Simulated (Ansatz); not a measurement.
Rows from a G0W0 calculation on KSrBiWO6 (F-43m) (Ansatz 0.2.0; G0W0 on PBE, plane waves, PAW; PAW set soft_1; 4×4×4 mesh, 397 empty bands, screening to 108 eV, PAW set soft_1 files), in eV. Spin-orbit coupling is left out.

| row | k | band | start | Σx | Σc at the solution | Vxc |
| --- | --- | --- | --- | --- | --- | --- |
| A | (0.000, 0.000, -0.500) | v3 | 7.098 | -24.736 | 4.795 | -19.549 |
| B | (0.000, 0.000, -0.500) | v1 | 8.551 | -25.444 | 2.996 | -22.326 |
| C | (0.000, 0.000, -0.500) | v2 | 7.413 | -25.420 | 4.938 | -20.117 |
| D | (0.000, 0.000, -0.500) | c2 | 11.035 | -14.595 | -4.133 | -19.515 |
| E | (0.000, 0.000, -0.500) | c1 | 10.537 | -13.569 | -4.048 | -18.294 |

**Question.** Give the quasiparticle energies and the shift of each level.

The quasiparticle equation reads E = start + Σx + Σc(E) − Vxc.

| row | E (eV) | shift (eV) |
| --- | --- | --- |
| A | 6.707 | −0.391 |
| B | 8.429 | −0.122 |
| C | 7.048 | −0.365 |
| D | 11.821 | +0.787 |
| E | 11.215 | +0.678 |

The gap over the computed points goes from 1.99 eV to 2.79 eV.

Limits: not at the basis limit; no spin-orbit coupling.

[Runs of the session that timed out or met a known fault of the program may be left out.]

[Cells called generated may have been cut or substituted from an entry of the Crystallography Open Database or the Materials Project.]

[Hosts, paths, dates, database ids (printed as entryN), source tags and the programs' standing remarks are cut or masked in the printed files.]
